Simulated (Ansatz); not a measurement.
# GaN (F-43m): the G0W0 gap against the k mesh

How dense a mesh does GW need for GaN (F-43m), and how does the time grow?

Main program and level: Ansatz 0.2.0; G0W0 on PBE, plane waves, PAW; PAW set soft_1.

### 1. The system as given

It takes space group F-43m (No. 216, cubic). The conventional cell has a = 4.507 Å, b = 4.507 Å, c = 4.507 Å, α = 90.00°, β = 90.00°, γ = 90.00°. Nearest to Ga lie 4 N at 1.95 Å. Nearest to N lie 4 Ga at 1.95 Å. Farther neighbours, and contacts between anions beyond the nearest, are not listed.

Coordinates:

```cif
data_structure
_symmetry_space_group_name_H-M 'P 1'
_symmetry_Int_Tables_number 1
_cell_length_a 3.1869
_cell_length_b 3.1869
_cell_length_c 3.1869
_cell_angle_alpha 60.000
_cell_angle_beta 60.000
_cell_angle_gamma 60.000
_cell_volume 22.89
loop_
_atom_site_label
_atom_site_type_symbol
_atom_site_fract_x
_atom_site_fract_y
_atom_site_fract_z
_atom_site_occupancy
Ga1 Ga 0.00000 0.00000 0.00000 1
N2 N 0.75000 0.75000 0.75000 1
```

The cell and positions are those that the Materials Project relaxed with its own functionals (PBE, PBE+U or r2SCAN), kept fixed. This is not the form that GaN usually takes at ambient conditions.

### 2. The 4×4×4 mesh

G0W0 replaces the xc potential by the self-energy, built once from these orbitals. Only a window of levels is corrected, while the sums run over the empty bands that the input names. This step takes PAW set soft_1 files.

Contents of input.yaml:

```yaml
crystal:
  lattice:
    - [0.0, 2.2535006075, 2.2535006075]
    - [2.2535006075, 0.0, 2.2535006075]
    - [2.2535006075, 2.2535006075, 0.0]
  atoms:
    - { symbol: Ga, position: [0.0, 0.0, 0.0] }
    - { symbol: "N", position: [0.75, 0.75, 0.75] }
kpoints:
  mp_grid: { grid: [4, 4, 4] }
hamiltonian:
  xc: pbe
  pseudopotentials: { kind: paw, azcp: { folder: soft_1 } }
scf:
  occupations: { method: fixed }
gw:
  n_empty_bands: 51
  ecut_chi: 100
  qp_bands: [v2, c2]
  qp_kpoints: band_edges
  screening: { model: contour_deformation }
```

The run is started by

```sh
ansatz run input.yaml --threads 3 --pin off --max-ram 92160MiB --backend cuda --events-out ev --progress --plain --runs-dir out --devices 1 --max-vram 13GiB
```

The program printed:

```text
GPUs: using 1 of 1 available (devices: 1).
Engine: ansatz 0.2.0, x86_64-unknown-linux-gnu
Pseudopotentials: kind: paw
Pseudopotential: Ga, paw, valence charge 13, recommended cutoff 420 eV (normal), soft_1/Ga.paw.azcp
Pseudopotential: N, paw, valence charge 5, recommended cutoff 420 eV (normal), soft_1/N.paw.azcp
Functional definition: PBE
  parameter kappa = 0.804
  parameter beta = 0.066725
  exchange = pbe_x(kappa = kappa, mu = beta*pi^2/3)
  correlation = pbe_c(beta = beta)
device memory: the entry about to start is reckoned to put 0.7 GiB on a device that reports 42.6 GiB free (of which the cap on the GPU budget leaves the run 13.0 GiB)
GPU FFT provider: cuFFT
GPU libraries: cuBLAS 13.8.2, cuFFT 12.4.0, cuSOLVER 12.3.4
Crystal: 2 atoms, lattice volume = 22.888 Å³
Basis set: ecut = 420 eV, 459 PW (Γ)
Bands: 13, of which v1, the nominal top of the filled ones, is band 9 counted from 1 (8 counted from 0)
Symmetry: 24 space group operations
Space group: F-43m (ITA 216), of the structure as read, at distance tolerance 2.8e-5 Å
k-points: 8 of 64 (time reversal used)
Non-local potential: Ga, projectors of the file, l = 0: 2, l = 1: 2, l = 2: 3, l = 3: 1
Non-local potential: N, projectors of the file, l = 0: 2, l = 1: 2, l = 2: 1
PAW form: soft (Blöchl's): semilocal exchange-correlation on the pseudo side does not see the compensation charge
PAW one-centre angular grid: Ga, 590 points (default); XC on 64 Gauss nodes
PAW one-centre angular grid: N, 110 points (default); XC on 64 Gauss nodes
Initial density: superposition of atomic densities (chi_scale 0.1, normalization cell, long waves kept (reshape's long-wave potential 0.00 eV rms))
Initial wavefunctions: pseudopotential atomic-orbital guess
GPU buffer pool allocated for 13824 grid points (all kernels)
GPU transforms: local potential and band sums: pruned to the plane-wave sphere, on 24×24×24
Functional: x = pbe(κ = 0.804, μ = 0.219515), c = pbe(β = 0.066725)
SCF iter   1: F=—  HF=-4168.548466 eV  |F-HF|=—  |Δ(HF+E_count)|=         —  Δρ=1.13e-1  dr2=2.60e0  ethr=3.10e-3  ⟨swp⟩=3.9  Hψ=459  notcnv=0  defer=10
preconditioner: auto → none  [insulator: Δε(μ)=2.563 eV  Ē_g=19.124 eV  n_scr=8 (ndim 8)  ℏωp=32.9 eV  f_vac=0.000  ε∞_Penn≈4.0]
SCF iter   2: F=—  HF=-4167.964377 eV  |F-HF|=—  |Δ(HF+E_count)|=   5.84e-1  Δρ=6.16e-2  dr2=5.23e-1  ethr=3.10e-3  ⟨swp⟩=2.2  Hψ=268  notcnv=0  defer=3
SCF iter   3: F=—  HF=-4167.844112 eV  |F-HF|=—  |Δ(HF+E_count)|=   1.20e-1  Δρ=2.04e-2  dr2=4.63e-2  ethr=2.91e-3  ⟨swp⟩=2.1  Hψ=157  notcnv=0  defer=14
SCF iter   4: F=—  HF=-4167.842391 eV  |F-HF|=—  |Δ(HF+E_count)|=   1.72e-3  Δρ=8.01e-3  dr2=6.60e-3  ethr=2.57e-4  ⟨swp⟩=2.1  Hψ=226  notcnv=0  defer=14
SCF iter   5: F=—  HF=-4167.839506 eV  |F-HF|=—  |Δ(HF+E_count)|=   2.88e-3  Δρ=8.02e-4  dr2=6.71e-5  ethr=3.66e-5  ⟨swp⟩=2.0  Hψ=189  notcnv=0  defer=14
SCF iter   6: F=—  HF=-4167.839548 eV  |F-HF|=—  |Δ(HF+E_count)|=   4.19e-5  Δρ=2.28e-4  dr2=6.66e-6  ethr=3.73e-7  ⟨swp⟩=2.0  Hψ=187  notcnv=0  defer=14
SCF iter   7: F=-4167.839548 eV  HF=-4167.839548 eV  |F-HF|=3.21e-8  |Δ(HF+E_count)|=   3.85e-7  Δρ=2.08e-5  dr2=4.69e-8  ethr=5.56e-10  ⟨swp⟩=3.8  Hψ=449  notcnv=0
SCF 1 converged in 7 iterations: F = -4167.839548 eV  dr2 = 4.69e-8
[...]
device memory: the entry about to start is reckoned to put 1.2 GiB on a device that reports 42.4 GiB free (of which the cap on the GPU budget leaves the run 13.0 GiB)
NSCF: frozen V_eff on 8 k-points
[...]
device memory: the entry about to start is reckoned to put 1.1 GiB on a device that reports 42.5 GiB free (of which the cap on the GPU budget leaves the run 13.0 GiB)
NSCF: frozen V_eff on 8 k-points
G₀W₀ screening: q 1/8
[... further progress lines ...]
device memory: the entry about to start is reckoned to put 0.3 GiB on a device that reports 42.4 GiB free (of which the cap on the GPU budget leaves the run 13.0 GiB)
NSCF: frozen V_eff on 1 k-points
SCF converged after 7 iterations
Free energy (F): -4167.839548 eV
Harris-Foulkes:  -4167.839548 eV  (|F-HF|=3.21e-8)
Internal energy: -4167.839548 eV  (E = F + TS)
E sigma→0 (E₀):  -4167.839548 eV
Fermi energy:    9.685740 eV
--- Per-component energies (eV) ---
  E_band       = -5.483139
  E_kinetic    = 241.096058
  E_local      = -1414.908442  (includes V_loc(G=0)·N_el)
  E_nonlocal   = -54.666308
  E_hartree    = 895.159389
  E_xc         = -122.305673
  E_vxc        = -130.929507  (∫ρ·V_xc dr)
  E_paw        = -2124.780437  (= ΣΔE_a)
  E_vpaw       = -436.399387  (= ΣTr[D̂ρ^β])
  E_aug_tail   = 0.000819  (compensation charges beyond the density's cutoff)
  E_ewald      = -1587.434954
  E_smearing   = -0.000000  (= −TS)
  E_closure    = 0.000000  (closes the sum)
  Σ components = -4167.839548   (vs F -4167.839548, Δ=0.00e0)
--- Band table (eV; the first three rows and the last of 8) ---
  k-point 0: bands = [... 5 lower, -3.5322, 9.6857, 9.6857, 9.6857, 11.3846, 19.9610, 19.9610, 19.9610]
  k-point 1: bands = [... 5 lower, -3.4707, 5.8147, 9.1633, 9.1633, 13.7261, 18.4453, 20.4170, 20.4170]
  k-point 2: bands = [... 5 lower, -2.2513, 2.6283, 8.7146, 8.7146, 14.2947, 18.3992, 20.0117, 20.0117]
  k-point 7: bands = [... 5 lower, -1.5311, 3.9696, 5.9799, 6.0327, 15.8832, 18.0580, 19.9179, 20.7819]
--- G₀W₀: contour deformation, 6 samples at zero and on the imaginary axis and 2 off it, 64 q-points, 51 empty bands' worth ---
  eigenvalues of the whole cell's RPA ε∞ on this k-mesh (on a slab, of 1 + 4πα/V) = 9.8280, 9.8280, 9.8280; static W/v taken at q = 0 is 0.101750
  bands read: the sum over 60 bands ends inside a degenerate multiplet in 1 slot, whose members it reads at an even weight; the widest, k=2: bands 60 to 61 (counted from 1) at 1/2 each
  gw.qp_kpoints: band_edges: 6 of 8 stored k-points solved, in 1 pass; an edge of the gap read off the rows below is read off those points alone
    valence top: of the k-points left out ik 4 came nearest to being solved in a further pass, in band 9 (counted from 1, as in the quasiparticle table): it holds the edge there only if its correction is more favourable than any solved in that band by at least 1.914 eV; those differ by 0.237 eV
    conduction bottom: of the k-points left out ik 4 came nearest to being solved in a further pass, in band 10 (counted from 1, as in the quasiparticle table): it holds the edge there only if its correction is more favourable than any solved in that band by at least 3.223 eV; those differ by 0.771 eV
    ik  band        ε_KS         Σx   Σc(E_QP)       V_xc       Z   E_QP_lin       E_QP  E_QP is
     0     8      9.6857   -24.0805     3.4807   -20.2585  0.7502     9.3413     9.3445  root
     0     9      9.6857   -24.0805     3.4807   -20.2585  0.7502     9.3413     9.3445  root
     0    10     11.3846   -11.1364    -3.9662   -15.7121  0.7796    12.0053    11.9940  root
     0    11     19.9610    -7.8245    -5.3695   -13.9022  0.7763    20.6881    20.6693  root
     1     8      9.1633   -23.4705     3.5527   -19.5260  0.7490     8.7670     8.7715  root
     1     9      9.1633   -23.4705     3.5527   -19.5260  0.7490     8.7670     8.7715  root
     1    10     13.7261   -10.7674    -4.3747   -15.8737  0.7740    14.4761    14.4578  root
     1    11     18.4453    -8.6996    -5.3504   -14.8300  0.7595    19.2492    19.2253  root
     2     8      8.7146   -22.9885     3.6409   -18.9190  0.7472     8.2806     8.2861  root
     2     9      8.7146   -22.9885     3.6409   -18.9190  0.7472     8.2806     8.2861  root
     2    10     14.2947    -9.9651    -4.6176   -15.2747  0.7848    15.0029    14.9868  root
     2    11     18.3992    -8.9787    -5.7250   -15.5142  0.7317    19.2382    19.2097  root
     3     8      8.1926   -22.5223     3.6993   -18.3234  0.7458     7.6850     7.6930  root
     3     9      8.1926   -22.5223     3.6993   -18.3234  0.7458     7.6850     7.6930  root
[...]
5    11     17.1727    -8.4029    -4.9408   -13.8625  0.7697    17.7008    17.6915  root
     6     8      6.9742   -21.2968     3.9313   -16.7873  0.7379     6.3844     6.3961  root
     6     9      6.9742   -21.2968     3.9313   -16.7873  0.7379     6.3844     6.3961  root
     6    10     13.0010    -8.5485    -4.0805   -12.8062  0.7952    13.1789    13.1781  root
     6    11     16.3199    -9.7970    -4.8089   -15.3440  0.7854    17.0773    17.0579  root
```

Run time: 9.4 s. Hardware: 1 × NVIDIA H100 80GB HBM3 (shared by 6 runs) with 3 threads of AMD EPYC 7R13 (Zen 3), shared host; peak memory 0.97 GiB.

The column dr2 measures how far the density is from self-consistency, as an energy; F and HF (Harris–Foulkes) agree once it is small.

This step gave:

* bands summed: 60
* RPA ε∞ on this mesh (eigenvalues): 9.828, 9.828, 9.828
* plane waves in the screening matrix: 59
* q-points in the mesh: 64
* G0W0 gap on the mesh: 2.650 eV
* k of the valence top: 0, 0, 0
* k of the conduction bottom: 0, 0, 0
* starting gap on the mesh: 1.699 eV
* Z at the valence top: 0.7502
* Z at the conduction bottom: 0.7796
* least direct G0W0 gap on the computed points: 2.650 eV

The gap on the mesh goes from 1.70 eV to 2.65 eV, a correction of +0.95 eV. Between the two edge states, bare exchange in place of the xc potential would open the gap by 8.40 eV, and correlation takes back 7.45 eV.

### 3. The 6×6×6 mesh

Only the mesh changes. It samples the long-range screening, which converges on its own terms.

Changes to input.yaml since step 2:

```diff
@@ -9,3 +9,3 @@
 kpoints:
-  mp_grid: { grid: [4, 4, 4] }
+  mp_grid: { grid: [6, 6, 6] }
 hamiltonian:
```

The program printed:

```text
GPUs: using 1 of 1 available (devices: 1).
[...]
GPU FFT provider: cuFFT
GPU libraries: cuBLAS 13.8.2, cuFFT 12.4.0, cuSOLVER 12.3.4
Crystal: 2 atoms, lattice volume = 22.888 Å³
Basis set: ecut = 420 eV, 459 PW (Γ)
Bands: 13, of which v1, the nominal top of the filled ones, is band 9 counted from 1 (8 counted from 0)
[... 1 set-up line as in the run before ...]
[...]
k-points: 16 of 216 (time reversal used)
[...]
GPU buffer pool allocated for 13824 grid points (all kernels)
[...]
SCF iter   1: F=—  HF=-4168.580142 eV  |F-HF|=—  |Δ(HF+E_count)|=         —  Δρ=1.12e-1  dr2=2.52e0  ethr=3.10e-3  ⟨swp⟩=4.0  Hψ=971  notcnv=0  defer=23
[...]
SCF iter   7: F=-4167.898508 eV  HF=-4167.898508 eV  |F-HF|=3.90e-8  |Δ(HF+E_count)|=   1.10e-6  Δρ=2.73e-5  dr2=7.23e-8  ethr=5.56e-10  ⟨swp⟩=3.8  Hψ=912  notcnv=0
SCF 1 converged in 7 iterations: F = -4167.898508 eV  dr2 = 7.23e-8
[...]
0     8      9.6432   -23.8986     3.2380   -20.2668  0.7661     9.2466     9.2494  root
     0     9      9.6432   -23.8986     3.2380   -20.2668  0.7661     9.2466     9.2494  root
     0    10     11.3598   -11.4771    -3.5706   -15.7129  0.7994    12.0327    12.0249  root
     0    11     19.9572    -7.8736    -5.2349   -13.9060  0.7904    20.7698    20.7547  root
     1     8      9.3721   -23.6003     3.2960   -19.8786  0.7653     8.9430     8.9464  root
     1     9      9.3721   -23.6003     3.2960   -19.8786  0.7653     8.9430     8.9464  root
     1    10     12.9712   -11.7743    -3.7335   -16.2814  0.7902    13.7567    13.7447  root
     1    11     18.9074    -8.2737    -5.1923   -14.2986  0.7861    19.7583    19.7400  root
[...]
14     8      5.9304   -21.2116     3.9786   -16.4901  0.7415     5.1693     5.1874  root
    14     9      7.2735   -21.4482     3.6360   -17.1657  0.7559     6.6166     6.6269  root
    14    10     16.1655    -9.3431    -4.4844   -14.4192  0.7870    16.7651    16.7572  root
    14    11     17.1580   -10.6567    -5.1987   -16.9566  0.7711    18.2984    18.2593  root
[key lines of the parts left out:]
SCF converged after 7 iterations
Free energy (F): -4167.898508 eV
Fermi energy:    9.643192 eV
```

Wall time 13 s (1 × NVIDIA H100 80GB HBM3 (shared by 6 runs) with 3 threads); peak memory 0.98 GiB.

This step gave:

- bands summed: 60
- RPA ε∞ on this mesh (eigenvalues): 6.637, 6.637, 6.637
- plane waves in the screening matrix: 59
- q-points in the mesh: 216
- G0W0 gap on the mesh: 2.776 eV
- k of the valence top: 0, 0, 0
- k of the conduction bottom: 0, 0, 0
- starting gap on the mesh: 1.717 eV
- Z at the valence top: 0.7661
- Z at the conduction bottom: 0.7994
- least direct G0W0 gap on the computed points: 2.776 eV

Against the run with 4×4×4 mesh, 51 empty bands, screening to 100 eV, PAW set soft_1 files, the gap moves by +0.13 eV.

### 4. The 8×8×8 mesh

Changes to input.yaml since step 3:

```diff
@@ -9,3 +9,3 @@
 kpoints:
-  mp_grid: { grid: [6, 6, 6] }
+  mp_grid: { grid: [8, 8, 8] }
 hamiltonian:
```

The program printed:

```text
GPUs: using 1 of 1 available (devices: 1).
[...]
GPU FFT provider: cuFFT
GPU libraries: cuBLAS 13.8.2, cuFFT 12.4.0, cuSOLVER 12.3.4
Crystal: 2 atoms, lattice volume = 22.888 Å³
Basis set: ecut = 420 eV, 459 PW (Γ)
Bands: 13, of which v1, the nominal top of the filled ones, is band 9 counted from 1 (8 counted from 0)
[... 1 set-up line as in the run before ...]
[...]
k-points: 29 of 512 (time reversal used)
[...]
1    11     19.2461    -8.0942    -5.1666   -14.1026  0.7943    20.1013    20.0878  root
[...]
28     8      5.9490   -21.6844     4.0983   -16.7606  0.7455     5.1044     5.1236  root
    28     9      6.0042   -19.5075     3.6899   -15.0913  0.7485     5.2633     5.2779  root
    28    10     15.8595    -9.8158    -4.3345   -14.7772  0.7912    16.4933    16.4864  root
    28    11     18.0264   -11.5844    -5.5774   -18.5303  0.7609    19.4472    19.3948  root
[key lines of the parts left out:]
SCF converged after 7 iterations
Free energy (F): -4167.902617 eV
Fermi energy:    9.638843 eV
```

Elapsed: 32 s, on 1 × NVIDIA H100 80GB HBM3 (shared by 6 runs) with 3 threads; peak memory 0.99 GiB; 38 s of CPU time.

Read from the output:

| Item | Value |
| --- | --- |
| bands summed | 60 |
| RPA ε∞ on this mesh (eigenvalues) | 5.971, 5.971, 5.971 |
| plane waves in the screening matrix | 59 |
| G0W0 gap on the mesh | 2.798 eV |
| k of the valence top | 0, 0, 0 |
| k of the conduction bottom | 0, 0, 0 |
| starting gap on the mesh | 1.718 eV |
| least direct G0W0 gap on the computed points | 2.798 eV |

Against the run with 6×6×6 mesh, 51 empty bands, screening to 100 eV, PAW set soft_1 files, the gap moves by +0.02 eV.

### 5. The 10×10×10 mesh

Changes to input.yaml since step 4:

```diff
@@ -9,3 +9,3 @@
 kpoints:
-  mp_grid: { grid: [8, 8, 8] }
+  mp_grid: { grid: [10, 10, 10] }
 hamiltonian:
```

The program printed:

```text
GPUs: using 1 of 1 available (devices: 1).
[...]
GPU FFT provider: cuFFT
GPU libraries: cuBLAS 13.8.2, cuFFT 12.4.0, cuSOLVER 12.3.4
Crystal: 2 atoms, lattice volume = 22.888 Å³
Basis set: ecut = 420 eV, 459 PW (Γ)
Bands: 13, of which v1, the nominal top of the filled ones, is band 9 counted from 1 (8 counted from 0)
[... 1 set-up line as in the run before ...]
[...]
k-points: 47 of 1000 (time reversal used)
[...]
1    11     19.4559    -8.0128    -5.1656   -14.0195  0.7968    20.3090    20.2968  root
[...]
46     8      6.0521   -21.5805     4.0394   -16.7320  0.7478     5.2263     5.2430  root
    46     9      6.0813   -19.6348     3.6793   -15.2294  0.7504     5.3416     5.3552  root
    46    10     15.4672    -9.6636    -4.2416   -14.4886  0.7977    16.0559    16.0506  root
    46    11     17.8368   -11.3194    -5.3929   -18.0246  0.7704    19.1867    19.1491  root
[key lines of the parts left out:]
SCF converged after 7 iterations
Free energy (F): -4167.903003 eV
Fermi energy:    9.638228 eV
```

It took 44 s on 1 × NVIDIA H100 80GB HBM3 (shared by 6 runs) with 3 threads; peak memory 1 GiB.

Read from the output:

```
bands summed                                 : 60
RPA ε∞ on this mesh (eigenvalues)            : 5.785, 5.785, 5.785
plane waves in the screening matrix          : 59
G0W0 gap on the mesh                         : 2.799 eV
k of the valence top                         : 0, 0, 0
k of the conduction bottom                   : 0, 0, 0
starting gap on the mesh                     : 1.719 eV
least direct G0W0 gap on the computed points : 2.799 eV
```

Against the run with 8×8×8 mesh, 51 empty bands, screening to 100 eV, PAW set soft_1 files, the gap moves by +0.001 eV.

### 6. The 12×12×12 mesh

Changes to input.yaml since step 5:

```diff
@@ -9,3 +9,3 @@
 kpoints:
-  mp_grid: { grid: [10, 10, 10] }
+  mp_grid: { grid: [12, 12, 12] }
 hamiltonian:
```

The program printed:

```text
GPUs: using 1 of 1 available (devices: 1).
[...]
GPU FFT provider: cuFFT
GPU libraries: cuBLAS 13.8.2, cuFFT 12.4.0, cuSOLVER 12.3.4
Crystal: 2 atoms, lattice volume = 22.888 Å³
Basis set: ecut = 420 eV, 459 PW (Γ)
Bands: 13, of which v1, the nominal top of the filled ones, is band 9 counted from 1 (8 counted from 0)
[... 1 set-up line as in the run before ...]
[...]
k-points: 72 of 1728 (time reversal used)
[...]
1    11     19.5887    -7.9710    -5.1680   -13.9783  0.7976    20.4393    20.4281  root
[...]
71     8      5.9486   -21.6820     4.0903   -16.7610  0.7464     5.0999     5.1179  root
    71     9      6.0038   -19.5058     3.6836   -15.0917  0.7493     5.2591     5.2733  root
    71    10     15.8591    -9.8177    -4.3254   -14.7773  0.7929    16.4994    16.4933  root
    71    11     18.0259   -11.5855    -5.5590   -18.5303  0.7628    19.4538    19.4116  root
[key lines of the parts left out:]
SCF converged after 7 iterations
Free energy (F): -4167.903072 eV
Fermi energy:    9.638137 eV
```

Wall time 92 s (1 × NVIDIA H100 80GB HBM3 (shared by 6 runs) with 3 threads); peak memory 1.1 GiB.

This step gave:

```
bands summed                                 : 60
RPA ε∞ on this mesh (eigenvalues)            : 5.723, 5.723, 5.723
plane waves in the screening matrix          : 59
G0W0 gap on the mesh                         : 2.797 eV
k of the valence top                         : 0, 0, 0
k of the conduction bottom                   : 0, 0, 0
starting gap on the mesh                     : 1.719 eV
least direct G0W0 gap on the computed points : 2.797 eV
```

Against the run with 10×10×10 mesh, 51 empty bands, screening to 100 eV, PAW set soft_1 files, the gap moves by −0.002 eV.

### 7. The meshes together

Times are wall times on 1 × NVIDIA H100 80GB HBM3 (shared by 6 runs) with 3 threads of AMD EPYC 7R13 (Zen 3), shared host, good to a factor of about two.

| mesh | points | irreducible | start (eV) | G0W0 (eV) | shift (eV) | RPA ε∞ (mean) | time |
| --- | --- | --- | --- | --- | --- | --- | --- |
| 4×4×4 | 64 | 8 | 1.699 | 2.650 | +0.951 | 9.83 | 9.4 s |
| 6×6×6 | 216 | 16 | 1.717 | 2.776 | +1.059 | 6.64 | 13 s |
| 8×8×8 | 512 | 29 | 1.718 | 2.798 | +1.079 | 5.97 | 32 s |
| 10×10×10 | 1000 | 47 | 1.719 | 2.799 | +1.080 | 5.79 | 44 s |
| 12×12×12 | 1728 | 72 | 1.719 | 2.797 | +1.078 | 5.72 | 92 s |

### 8. Results

| Item | Value |
| --- | --- |
| 4×4×4 | 2.650 eV (shift +0.951) |
| 6×6×6 | 2.776 eV (shift +1.059) |
| 8×8×8 | 2.798 eV (shift +1.079) |
| 10×10×10 | 2.799 eV (shift +1.080) |
| 12×12×12 | 2.797 eV (shift +1.078) |
| settings | PBE start, 51 empty bands, 100 eV |

What this shows: The shift is +0.95 eV on 4×4×4 and +1.08 eV on 12×12×12; the last step moves it by −0.002 eV. The RPA ε∞ (mean) ranges from 5.72 to 9.83 and ends at 5.72; the coarsest mesh overstates it. From 64 to 1728 points the time grows 9.7-fold. Bands and cutoff are modest here, so the values stand short of the basis limit. The many-body steps are scalar-relativistic: spin-orbit coupling is not in them.

[Long decimals in the printed logs are rounded to 6 places.]

[Logs are printed without paths, hosts, clocks, repeated set-up lines and the standing remarks that a program may print on its own settings, such as how far it seeks lower states.]

[Paths, hosts, dates, memory and timing lines, banners, echoed tables and standing remarks are left out of the program output; an Ansatz launch command may be rebuilt from the run's recorded settings. Measured values are a selection of at most five: reports struck by readers or far from the other reports are left out. None is set beside runs whose start may be inverted or whose files or cutoffs have a known fault.]

[Runs of the session that timed out or met a known fault of the program may be left out.]

[Cells called generated may have been cut or substituted from an entry of the Crystallography Open Database or the Materials Project.]

[Hosts, paths, dates, database ids (printed as entryN), source tags and the programs' standing remarks are cut or masked in the printed files.]

[Where the starting crystal was built by hand or by swapping elements, it need not be the compound's stable phase.]
